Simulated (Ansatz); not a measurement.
# Cl on Hf(0001): change of the work function, part 2 of 4

Aim: the work function of Hf(0001) at several coverages of Cl (fcc site), and the dipole that each adsorbate carries.

Ansatz 0.2.0; plane-wave DFT, PBE, Ansatz PAW.

So far, work function, upper face (eV): step 2 (the clean slab) 4.33.

### 3. Adsorbate added, k-mesh 4×4×1, coverage 0.111 ML

System of this step: Cl/Hf(0001). The cell holds 37 atoms: 36 Hf and 1 Cl. Cell: a = 9.600 Å, b = 9.600 Å, c = 27.724 Å, α = 90.0°, β = 90.0°, γ = 60.0°. Vacuum lies along c.

The clean slab as it ended is repeated in the plane and the adsorbate is set on one face; the cell's size fixes the coverage, and the k-mesh shrinks with it to keep the sampling density about even. Adsorbate and upper layers relax, since the dipole depends on the height.

File input.yaml:

```yaml
crystal:
  lattice:
    - [9.6, 0.0, 0.0]
    - [4.8, 8.3138438763, 0.0]
    - [0.0, 0.0, 27.7243474987]
  atoms:
    - { symbol: Hf, position: [0.2222222222, 0.2222222222, 0.3246244118] }
    - { symbol: Hf, position: [0.0, 0.0, 0.4159232242] }
    - { symbol: Hf, position: [0.2222222222, 0.2222222222, 0.5111322481] }
    - { symbol: Hf, position: [0.0, 0.0, 0.5969560274] }
    - { symbol: Hf, position: [0.2222222222, 0.5555555556, 0.3246244118] }
    - { symbol: Hf, position: [0.0, 0.3333333333, 0.4159232242] }
    - { symbol: Hf, position: [0.2222222222, 0.5555555556, 0.5111322481] }
    - { symbol: Hf, position: [0.0, 0.3333333333, 0.5969560274] }
    - { symbol: Hf, position: [0.2222222222, 0.8888888889, 0.3246244118] }
    - { symbol: Hf, position: [0.0, 0.6666666667, 0.4159232242] }
    - { symbol: Hf, position: [0.2222222222, 0.8888888889, 0.5111322481] }
    - { symbol: Hf, position: [0.0, 0.6666666667, 0.5969560274] }
    - { symbol: Hf, position: [0.5555555556, 0.2222222222, 0.3246244118] }
    - { symbol: Hf, position: [0.3333333333, 0.0, 0.4159232242] }
    - { symbol: Hf, position: [0.5555555556, 0.2222222222, 0.5111322481] }
    - { symbol: Hf, position: [0.3333333333, 0.0, 0.5969560274] }
    - { symbol: Hf, position: [0.5555555556, 0.5555555556, 0.3246244118] }
    - { symbol: Hf, position: [0.3333333333, 0.3333333333, 0.4159232242] }
    - { symbol: Hf, position: [0.5555555556, 0.5555555556, 0.5111322481] }
    - { symbol: Hf, position: [0.3333333333, 0.3333333333, 0.5969560274] }
    - { symbol: Hf, position: [0.5555555556, 0.8888888889, 0.3246244118] }
    - { symbol: Hf, position: [0.3333333333, 0.6666666667, 0.4159232242] }
    - { symbol: Hf, position: [0.5555555556, 0.8888888889, 0.5111322481] }
    - { symbol: Hf, position: [0.3333333333, 0.6666666667, 0.5969560274] }
    - { symbol: Hf, position: [0.8888888889, 0.2222222222, 0.3246244118] }
    - { symbol: Hf, position: [0.6666666667, 0.0, 0.4159232242] }
    - { symbol: Hf, position: [0.8888888889, 0.2222222222, 0.5111322481] }
    - { symbol: Hf, position: [0.6666666667, 0.0, 0.5969560274] }
    - { symbol: Hf, position: [0.8888888889, 0.5555555556, 0.3246244118] }
    - { symbol: Hf, position: [0.6666666667, 0.3333333333, 0.4159232242] }
    - { symbol: Hf, position: [0.8888888889, 0.5555555556, 0.5111322481] }
    - { symbol: Hf, position: [0.6666666667, 0.3333333333, 0.5969560274] }
    - { symbol: Hf, position: [0.8888888889, 0.8888888889, 0.3246244118] }
    - { symbol: Hf, position: [0.6666666667, 0.6666666667, 0.4159232242] }
    - { symbol: Hf, position: [0.8888888889, 0.8888888889, 0.5111322481] }
    - { symbol: Hf, position: [0.6666666667, 0.6666666667, 0.5969560274] }
    - { symbol: Cl, position: [0.1111111111, 0.1111111111, 0.6753755882] }
kpoints:
  mp_grid: { grid: [4, 4, 1] }
hamiltonian:
  xc: pbe
scf:
  occupations: { method: fermi_dirac, width: 0.1 }
  convergence: { dr2_threshold: 1.0e-08 }
efield:
  axis: 3
  dipole_correction: true
  ramp_position: 0.97
  ramp_width: 0.06
relax:
  f_tol: 0.02
  max_steps: 60
  constraints:
    - { sites: [0, 1, 4, 5, 8, 9, 12, 13, 16, 17, 20, 21, 24, 25, 28, 29, 32, 33] }
output:
  write_potential: true
  write_density: true
  volumetric_format: npy
```

Command:

```console
> ansatz run input.yaml --threads 4 --pin off --max-ram 16384MiB --backend cpu --events-out ev --progress --plain --runs-dir out
```

Numbers of over 12 decimals in the logs are rounded to 6 here.

Log:

```text
[...]
Crystal: 37 atoms, lattice volume = 2212.761 Å³
Basis set: ecut = 420 eV, 43167 PW (Γ), exchange–correlation on 144×144×384 points (8 copies of the dense FFT grid, shifted against one another)
Bands: 566, of which v1, the nominal top of the filled ones, is band 472 counted from 1 (471 counted from 0)
Symmetry: 6 space group operations
[...]
k-points: 4 of 16 (time reversal used)
[...]
SCF iter   1: F=—  HF=-567035.034980 eV  |F-HF|=—  |Δ(HF+E_count)|=         —  Δρ=5.94e-3  dr2=1.58e1  ethr=1.77e-3  p=-0.032 e·Å  D=-2.66e-3 V/Å  ΔV_dip=0.07 eV  dr2_dipole=2.19e-1  V_vac-E_F(+/−)=4.51/4.44 eV  ⟨swp⟩=12.5  Hψ=8819  notcnv=0  defer=24
[...]
SCF iter  12: F=-567034.673795 eV  HF=-567034.673795 eV  |F-HF|=1.68e-8  |Δ(HF+E_count)|=   7.45e-9  Δρ=1.93e-7  dr2=2.19e-9  ethr=1.06e-12  p=0.004 e·Å  D=3.03e-4 V/Å  ΔV_dip=-0.01 eV  dr2_dipole=7.72e-11  V_vac-E_F(+/−)=4.37/4.38 eV  ⟨swp⟩=11.2  Hψ=18712  notcnv=0
SCF 1 converged in 12 iterations: F = -567034.673795 eV  dr2 = 2.19e-9
[...]
relax step   1: F+E_penalty+E_count = -567034.67379514 eV  Δ(F+E_penalty+E_count) = +0.000e0 eV  max|allowed force component| = 1.234e0 eV/Å  Δτ_max = 0.0000 Å  (12 SCF iters, accepted)
[...]
SCF iter   1: F=—  HF=-567035.080527 eV  |F-HF|=—  |Δ(HF+E_count)|=         —  Δρ=3.38e-3  dr2=1.68e0  ethr=1.52e-4  p=0.004 e·Å  D=3.03e-4 V/Å  ΔV_dip=-0.01 eV  dr2_dipole=2.03e-1  V_vac-E_F(+/−)=4.38/4.39 eV  ⟨swp⟩=1.5  Hψ=5806  notcnv=0  defer=69
[...]
eigensolver tolerance schedule calibrated: the retry pair's looser diagonalisation under-reported the residual by θ = 0.14 (0.11/decade); ethr = c·dr2/N_el runs at the constant in force after the calibration composes with the one it found (an armed cap, an earlier calibration), c = 8.3e-2
[...]
SCF iter   2: F=—  HF=-567034.961665 eV  |F-HF|=—  |Δ(HF+E_count)|=   1.19e-1  Δρ=1.44e-3  dr2=7.81e-2  ethr=1.48e-4  p=0.040 e·Å  D=3.27e-3 V/Å  ΔV_dip=-0.09 eV  dr2_dipole=4.91e-3  V_vac-E_F(+/−)=4.29/4.38 eV  ⟨swp⟩=2.0  Hψ=3794  notcnv=0  defer=69
[...]
SCF iter  11: F=-567034.953996 eV  HF=-567034.953996 eV  |F-HF|=1.30e-8  |Δ(HF+E_count)|=   2.58e-8  Δρ=2.42e-7  dr2=1.58e-9  ethr=1.00e-12  p=0.047 e·Å  D=3.88e-3 V/Å  ΔV_dip=-0.11 eV  dr2_dipole=7.09e-11  V_vac-E_F(+/−)=4.27/4.38 eV  ⟨swp⟩=12.0  Hψ=20962  notcnv=0
SCF 2 converged in 11 iterations: F = -567034.953996 eV  dr2 = 1.58e-9
[...]
relax step   2: F+E_penalty+E_count = -567034.95399589 eV  Δ(F+E_penalty+E_count) = -2.802e-1 eV  max|allowed force component| = 4.622e-1 eV/Å  Δτ_max = 0.1997 Å  (11 SCF iters, accepted)
SCF iter   1: F=—  HF=-567035.027042 eV  |F-HF|=—  |Δ(HF+E_count)|=         —  Δρ=1.55e-3  dr2=2.61e-1  ethr=5.63e-4  p=0.047 e·Å  D=3.88e-3 V/Å  ΔV_dip=-0.11 eV  dr2_dipole=1.15e-2  V_vac-E_F(+/−)=4.27/4.38 eV  ⟨swp⟩=4.5  Hψ=4369  notcnv=0  defer=71
[...]
SCF iter  10: F=-567035.001999 eV  HF=-567035.001999 eV  |F-HF|=9.43e-9  |Δ(HF+E_count)|=   4.41e-8  Δρ=3.94e-7  dr2=7.41e-9  ethr=1.06e-12  p=0.070 e·Å  D=5.74e-3 V/Å  ΔV_dip=-0.16 eV  dr2_dipole=3.33e-10  V_vac-E_F(+/−)=4.22/4.38 eV  ⟨swp⟩=12.2  Hψ=21492  notcnv=0
SCF 3 converged in 10 iterations: F = -567035.001999 eV  dr2 = 7.41e-9
[...]
relax step   3: F+E_penalty+E_count = -567035.00199876 eV  Δ(F+E_penalty+E_count) = -4.800e-2 eV  max|allowed force component| = 1.856e-1 eV/Å  Δτ_max = 0.1619 Å  (10 SCF iters, accepted)
[...]
relax step   4: F+E_penalty+E_count = -567035.00558757 eV  Δ(F+E_penalty+E_count) = -3.589e-3 eV  max|allowed force component| = 3.174e-2 eV/Å  Δτ_max = 0.0398 Å  (8 SCF iters, accepted)
SCF iter   1: F=—  HF=-567035.005961 eV  |F-HF|=—  |Δ(HF+E_count)|=         —  Δρ=1.71e-4  dr2=5.73e-3  ethr=7.55e-7  p=0.066 e·Å  D=5.40e-3 V/Å  ΔV_dip=-0.15 eV  dr2_dipole=1.08e-3  V_vac-E_F(+/−)=4.23/4.38 eV  ⟨swp⟩=3.5  Hψ=3777  notcnv=0  defer=71
[...]
SCF iter   8: F=-567035.005904 eV  HF=-567035.005904 eV  |F-HF|=1.01e-8  |Δ(HF+E_count)|=   5.42e-8  Δρ=2.51e-7  dr2=2.43e-9  ethr=1.06e-12  p=0.066 e·Å  D=5.36e-3 V/Å  ΔV_dip=-0.15 eV  dr2_dipole=1.07e-10  V_vac-E_F(+/−)=4.23/4.38 eV  ⟨swp⟩=11.0  Hψ=19414  notcnv=0
SCF 5 converged in 8 iterations: F = -567035.005904 eV  dr2 = 2.43e-9
relax step   5: F+E_penalty+E_count = -567035.00590446 eV  Δ(F+E_penalty+E_count) = -3.169e-4 eV  max|allowed force component| = 6.939e-3 eV/Å  Δτ_max = 0.0046 Å  (8 SCF iters, accepted)
NSCF: frozen V_eff on 4 k-points
[...]
SCF converged after 8 iterations
Free energy (F): -567035.005904 eV
[...]
Internal energy: -567033.284133 eV  (E = F + TS)
E sigma→0 (E₀):  -567034.145019 eV
Entropy (-TS):   -1.721772 eV (-46.534 meV/atom)
Fermi energy:    4.707717 eV
Dipole field:    D = 0.005358 V/Å  (p = 0.065523 e·Å, saw-weighted, corrected)
Work function:   Φ+ = 4.2307 eV   Φ− = 4.3793 eV
[...]
--- Forces (eV/Å), atoms counted from 1 ---
  atom   1  Hf     0.00550709     0.00317952     0.67274385
  atom   2  Hf     0.00885184     0.00511061    -0.57220592
  atom   3  Hf    -0.00005936    -0.00003427     0.00120583
  atom   4  Hf     0.00019878     0.00011476    -0.00246118
  atom   5  Hf    -0.00547954     0.00316362     0.66184985
  atom   6  Hf     0.00000000    -0.01022123    -0.57220592
  atom   7  Hf     0.00070811    -0.00040883    -0.00217960
  atom   8  Hf     0.00000000    -0.00022953    -0.00246118
  atom   9  Hf     0.00000000    -0.00635904     0.67274385
  atom  10  Hf     0.01000405    -0.00577584    -0.76491705
  atom  11  Hf     0.00000000     0.00006854     0.00120583
  atom  12  Hf    -0.00215064     0.00124167    -0.00009959
  atom  13  Hf     0.00000000    -0.00632723     0.66184985
  atom  14  Hf    -0.00885184     0.00511061    -0.57220592
  atom  15  Hf     0.00000000     0.00081765    -0.00217960
  atom  16  Hf    -0.00019878     0.00011476    -0.00246118
  atom  17  Hf     0.00547954     0.00316362     0.66184985
  atom  18  Hf    -0.04350794    -0.02511932    -0.63546018
  atom  19  Hf    -0.00070811    -0.00040883    -0.00217960
  atom  20  Hf    -0.00600975    -0.00346973     0.00028340
  atom  21  Hf    -0.00751477     0.00433865     0.63992772
  atom  22  Hf     0.00000000     0.05023864    -0.63546018
  atom  23  Hf     0.00340355    -0.00196504     0.00139660
  atom  24  Hf     0.00000000     0.00693946     0.00028340
  atom  25  Hf    -0.00550709     0.00317952     0.67274385
  atom  26  Hf    -0.00000000     0.01155168    -0.76491705
  atom  27  Hf     0.00005936    -0.00003427     0.00120583
  atom  28  Hf     0.00000000    -0.00248334    -0.00009959
  atom  29  Hf    -0.00000000    -0.00867731     0.63992772
  atom  30  Hf     0.04350794    -0.02511932    -0.63546018
  atom  31  Hf    -0.00000000     0.00393008     0.00139660
  atom  32  Hf     0.00600975    -0.00346973     0.00028340
  atom  33  Hf     0.00751477     0.00433865     0.63992772
  atom  34  Hf    -0.01000405    -0.00577584    -0.76491705
  atom  35  Hf    -0.00340355    -0.00196504     0.00139660
  atom  36  Hf     0.00215064     0.00124167    -0.00009959
  atom  37  Cl     0.00000000     0.00000000    -0.00021845
  max |Σ_I F_I| component: 3.27e-5 eV/Å
--- Band table (eV) ---
  k-point 0: bands = [... 468 lower, 4.6843, 4.7003, 4.7003, 4.7331, 4.7442, 4.7442, 4.7712, 4.8019, ... 90 higher]
  k-point 1: bands = [... 468 lower, 4.6586, 4.6745, 4.6842, 4.6956, 4.7015, 4.7516, 4.7894, 4.8197, ... 90 higher]
  k-point 2: bands = [... 468 lower, 4.5893, 4.5908, 4.6752, 4.7073, 4.7266, 4.7462, 4.7907, 4.9002, ... 90 higher]
  k-point 3: bands = [... 468 lower, 4.5985, 4.6578, 4.6828, 4.7175, 4.7406, 4.7756, 4.8002, 4.8452, ... 90 higher]
--- Relaxed structure (5 steps of the walk, 5 accepted, 0 SCFs on fresh bases) ---
  F+E_penalty+E_count = -567035.00590446 eV   max|allowed force component| = 6.939e-3 eV/Å
  atoms:
    - { symbol: Hf, position: [0.222222, 0.222222, 0.3246244118] }
    - { symbol: Hf, position: [1.1111101403313757e-11, 1.1111101403313758e-11, 0.4159232242] }
    - { symbol: Hf, position: [0.221330, 0.221330, 0.512900] }
    - { symbol: Hf, position: [-0.00601554, -0.00601554, 0.598311] }
    - { symbol: Hf, position: [0.222222, 0.555556, 0.3246244118] }
    - { symbol: Hf, position: [1.1111084274872951e-11, 0.333333, 0.4159232242] }
    - { symbol: Hf, position: [0.221677, 0.555828, 0.510527] }
    - { symbol: Hf, position: [-0.00601554, 0.345364, 0.598311] }
    - { symbol: Hf, position: [0.222222, 0.888889, 0.3246244118] }
    - { symbol: Hf, position: [-2.2222224060897133e-11, 0.666667, 0.4159232242] }
    - { symbol: Hf, position: [0.221330, 0.890673, 0.512900] }
    - { symbol: Hf, position: [-0.00101201, 0.667173, 0.596164] }
    - { symbol: Hf, position: [0.555556, 0.222222, 0.3246244118] }
    - { symbol: Hf, position: [0.333333, 1.1111101403313758e-11, 0.4159232242] }
    - { symbol: Hf, position: [0.555828, 0.221677, 0.510527] }
    - { symbol: Hf, position: [0.345364, -0.00601554, 0.598311] }
    - { symbol: Hf, position: [0.555556, 0.555556, 0.3246244118] }
    - { symbol: Hf, position: [0.333333, 0.333333, 0.4159232242] }
    - { symbol: Hf, position: [0.555828, 0.555828, 0.510527] }
    - { symbol: Hf, position: [0.335705, 0.335705, 0.596823] }
    - { symbol: Hf, position: [0.555556, 0.888889, 0.3246244118] }
    - { symbol: Hf, position: [0.333333, 0.666667, 0.4159232242] }
    - { symbol: Hf, position: [0.555739, 0.888797, 0.509965] }
    - { symbol: Hf, position: [0.335705, 0.661924, 0.596823] }
    - { symbol: Hf, position: [0.888889, 0.222222, 0.3246244118] }
    - { symbol: Hf, position: [0.666667, -2.2222234688031946e-11, 0.4159232242] }
    - { symbol: Hf, position: [0.890673, 0.221330, 0.512900] }
    - { symbol: Hf, position: [0.667173, -0.00101201, 0.596164] }
    - { symbol: Hf, position: [0.888889, 0.555556, 0.3246244118] }
    - { symbol: Hf, position: [0.666667, 0.333333, 0.4159232242] }
    - { symbol: Hf, position: [0.888797, 0.555739, 0.509965] }
    - { symbol: Hf, position: [0.661924, 0.335705, 0.596823] }
    - { symbol: Hf, position: [0.888889, 0.888889, 0.3246244118] }
    - { symbol: Hf, position: [0.666667, 0.666667, 0.4159232242] }
    - { symbol: Hf, position: [0.888797, 0.888797, 0.509965] }
    - { symbol: Hf, position: [0.667173, 0.667173, 0.596164] }
    - { symbol: Cl, position: [0.111111, 0.111111, 0.663684] }
```

It took 29 min on 4 threads of Arm Neoverse V1, shared host; peak memory 9.2 GiB.

This run has no spin polarisation although its electron count is odd.

Relaxation path:

```
step  energy less that of the first step (eV)  largest force component (eV/Å)
   1                                   0.0000                          1.2345
   2                                  -0.2802                          0.4622
   3                                  -0.3282                          0.1856
   4                                  -0.3318                          0.0317
   5                                  -0.3321                          0.0069
```

Forces are held to the 6 operations that the run works with; a distortion that breaks them can't arise in this run.

The atoms that moved most (Å):

```csv
atom,dx,dy,dz,length
Cl37,0.000,0.000,-0.324,0.324
Hf4,-0.087,-0.050,0.038,0.107
Hf16,0.087,-0.050,0.038,0.107
Hf8,0.000,0.100,0.038,0.107
Hf3,-0.013,-0.007,0.049,0.051
Hf11,0.000,0.015,0.049,0.051
Hf27,0.013,-0.007,0.049,0.051
Hf20,0.034,0.020,-0.004,0.040
```

Final coordinates:

```
Hf Cl
1.0
     9.60000    0.00000    0.00000
     4.80000    8.31384    0.00000
     0.00000    0.00000   27.72435
Hf Cl
36 1
Direct
  0.22222 0.22222 0.32462
  0.00000 0.00000 0.41592
  0.22133 0.22133 0.51290
  0.99398 0.99398 0.59831
  0.22222 0.55556 0.32462
  0.00000 0.33333 0.41592
  0.22168 0.55583 0.51053
  0.99398 0.34536 0.59831
  0.22222 0.88889 0.32462
  0.00000 0.66667 0.41592
  0.22133 0.89067 0.51290
  0.99899 0.66717 0.59616
  0.55556 0.22222 0.32462
  0.33333 0.00000 0.41592
  0.55583 0.22168 0.51053
  0.34536 0.99398 0.59831
  0.55556 0.55556 0.32462
  0.33333 0.33333 0.41592
  0.55583 0.55583 0.51053
  0.33570 0.33570 0.59682
  0.55556 0.88889 0.32462
  0.33333 0.66667 0.41592
  0.55574 0.88880 0.50996
  0.33570 0.66192 0.59682
  0.88889 0.22222 0.32462
  0.66667 0.00000 0.41592
  0.89067 0.22133 0.51290
  0.66717 0.99899 0.59616
  0.88889 0.55556 0.32462
  0.66667 0.33333 0.41592
  0.88880 0.55574 0.50996
  0.66192 0.33570 0.59682
  0.88889 0.88889 0.32462
  0.66667 0.66667 0.41592
  0.88880 0.88880 0.50996
  0.66717 0.66717 0.59616
  0.11111 0.11111 0.66368
```

Numbers from this step:

| Item | Value |
| --- | --- |
| energy at zero smearing | -567034.1450 eV |
| work function, upper face | 4.231 eV |
| work function, lower face | 4.379 eV |
| dipole along the normal | 0.06552 e·Å |
| step between the vacuum levels | -0.1485 eV |

Running mean over 2.5312 Å of the planar mean; the ramp of the sawtooth is left out. The electron's electrostatic potential energy less the Fermi level by z:

```
z (Å)  electron's electrostatic potential energy less the Fermi level (eV)
  3.5                                                                 4.38
  4.0                                                                 4.38
  4.5                                                                 4.37
  5.0                                                                 4.35
  5.5                                                                 4.29
  6.0                                                                 4.12
  6.5                                                                 3.64
  7.0                                                                 2.30
  7.5                                                               -0.565
  8.0                                                                -4.04
  8.5                                                                -6.61
  9.0                                                                -7.41
  9.5                                                                -7.41
 10.0                                                                -7.30
 10.5                                                                -7.25
 11.0                                                                -7.26
 11.5                                                                -7.25
 12.0                                                                -7.08
 12.5                                                                -6.75
 13.0                                                                -6.68
 13.5                                                                -6.89
 14.0                                                                -7.22
 14.5                                                                -7.56
 15.0                                                                -8.03
 15.5                                                                -8.16
 16.0                                                                -7.94
 16.5                                                                -7.61
 17.0                                                                -7.03
 17.5                                                                -4.96
 18.0                                                                -1.69
 18.5                                                                 1.28
 19.0                                                                 2.77
 19.5                                                                 3.50
 20.0                                                                 3.96
 20.5                                                                 4.17
 21.0                                                                 4.22
 21.5                                                                 4.23
 22.0                                                                 4.23
 22.5                                                                 4.23
 23.0                                                                 4.23
 23.5                                                                 4.23
 24.0                                                                 4.23
 24.5                                                                 4.23
```

The relaxation took 5 steps and lowered the energy by 0.33 eV; the largest force on the free atoms ends at 0.0069 eV/Å.

The covered face has 4.23 eV, -0.10 eV against the clean one; the bare back face has moved by -0.00 eV, a measure of how thin the slab is.

(Part 2 of 4 ends here.)

[Logs are printed without paths, hosts, clocks, repeated set-up lines and the standing remarks that a program may print on its own settings, such as how far it seeks lower states.]

[Hosts, paths, dates, database ids (printed as entryN), source tags and the programs' standing remarks are cut or masked in the printed files.]

[Maps of the electrostatic potential energy from Ansatz leave out the sawtooth potential of an applied field or a dipole correction, so their vacuum need not be flat; planar profiles and work functions include it.]
